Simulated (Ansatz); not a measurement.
# Gap against strain: Ge wire along [110], 10 atoms a period, H-terminated

**Method.** Ansatz 0.2.0, plane waves with PAW datasets, PBE, Fermi-Dirac smearing of 0.05 eV, no spin-orbit coupling. The period is scaled from its relaxed value of 4.151 Å and the atoms relax, within the symmetry of the start, at each strain ε (in %); gaps, in eV, are read on a band path.

| period (Å) | energy (eV a cell) | place of the conduction minimum (Γ = 0, Z = 1) | ε | gap |
| --- | --- | --- | --- | --- |
| 3.985 | +0.169 | 0.00 | −4 | 1.902 |
| 4.068 | +0.040 | 0.00 | −2 | 1.871 |
| 4.151 | 0.000 | 0.00 | 0 | 1.819 |
| 4.317 | +0.142 | 0.00 | 4 | 1.642 |
| 4.400 | +0.305 | 0.00 | 6 | 1.537 |

One run is withheld: period (Å) = 4.234, with ε = 2. Fit a straight line gap = a + b × ε to the 5 rows shown and predict it.

**Fit.** The means are 0.8 for ε and 1.754 for gap. The sum of products of deviations is −2.575 and the sum of squares in ε is 68.8, so b = −2.575 / 68.8 = −0.03743 and a = 1.754 − (−0.03743) × 0.8 = 1.784. The residuals' standard deviation, with 3 degrees of freedom, is σ = 0.031.

**Prediction.** gap = 1.784 + (−0.03743) × 2 = 1.71. The run gave 1.745, so the prediction less the run is −0.035. The standard error of a prediction there, σ√(1 + 1/5 + (2 − 0.8)²/68.8), is 0.034, and the miss is 1 times that, for a point between the fitted rows. With so few rows σ is itself uncertain.

The gap narrows at every step from compression to tension.

Caveats: Kohn-Sham gaps of a wire among periodic images, which in a check on one flat ribbon (7 Å apart) lowered the gap by 0.2 eV and flattened the slope; the slope b × 100 is a mean deformation potential of the gap, in eV per unit strain. Between neighbouring runs it lies between −5.3 and −1.5 eV, so a bend, a kink or scatter between runs makes one line a rough account. The unstrained row comes from a denser mesh than the others, which shifts its energy a little. Series of this kind are told only where this holds: a gap at every strain (compound wires with polar facets were set aside first). 88 of 101 did.
